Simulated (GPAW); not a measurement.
Entries from a set of simulations; values are calculated unless marked as measured.

## A GW chain in GPAW: KBr (Fm-3m)

It takes space group Fm-3m (No. 225, cubic). Conventional cell: a = 6.600 Å, b = 6.600 Å, c = 6.600 Å, α = 90.00°, β = 90.00°, γ = 90.00°. K has 6 Br at 3.30 Å nearest. Nearest to Br lie 6 K at 3.30 Å. Farther neighbours, and contacts between anions beyond the nearest, are not listed.

```xyz
2
Lattice="0.0000 3.3000 3.3000 3.3000 0.0000 3.3000 3.3000 3.3000 0.0000" Properties=species:S:1:pos:R:3 pbc="T T T"
K     0.0000    0.0000    0.0000
Br    3.3000    3.3000    3.3000
```

```
method               : DFT, PBE, plane waves, PAW (and 1 further level or step)
program              : GPAW 26.7.0
settings             : cutoff 450 eV, GPAW PAW setups 1.2.1 data release, 4×4×4 k-mesh, nbands 387
cost                 : 3 runs, 3.1 min in all on 4 MPI ranks of Intel Xeon Platinum 8375C at 2.90GHz (Ice Lake), shared host
notes                : The cell and positions come from the Crystallography Open Database and are kept as given unless a step says otherwise. Limits: no spin-orbit coupling.
PBE gap              : 4.44 eV, direct
G0W0 gap on the mesh : 7.02 eV
GW settings          : 4×4×4 mesh, 377 bands, screening to 175 eV, Godby-Needs plasmon pole
known limits         : short of the basis limit; no spin-orbit coupling
```

G0W0 moves the gap on the mesh from 4.44 eV to 7.02 eV (+2.58 eV), with Z of 0.82 and 0.87 at the edges. The dearest step here is «screening and self-energy».

[Long decimals in the printed logs are rounded to 6 places.]

[Logs are printed without paths, hosts, clocks, repeated set-up lines and the standing remarks that a program may print on its own settings, such as how far it seeks lower states.]

[Paths, hosts, dates, memory and timing lines, banners, echoed tables and standing remarks are left out of the program output; an Ansatz launch command may be rebuilt from the run's recorded settings. Measured values are a selection of at most five: reports struck by readers or far from the other reports are left out. None is set beside runs whose start may be inverted or whose files or cutoffs have a known fault.]

[Runs of the session that timed out or met a known fault of the program may be left out.]

[Hosts, paths, dates, database ids (printed as entryN), source tags and the programs' standing remarks are cut or masked in the printed files.]

[Where the starting crystal was built by hand or by swapping elements, it need not be the compound's stable phase.]
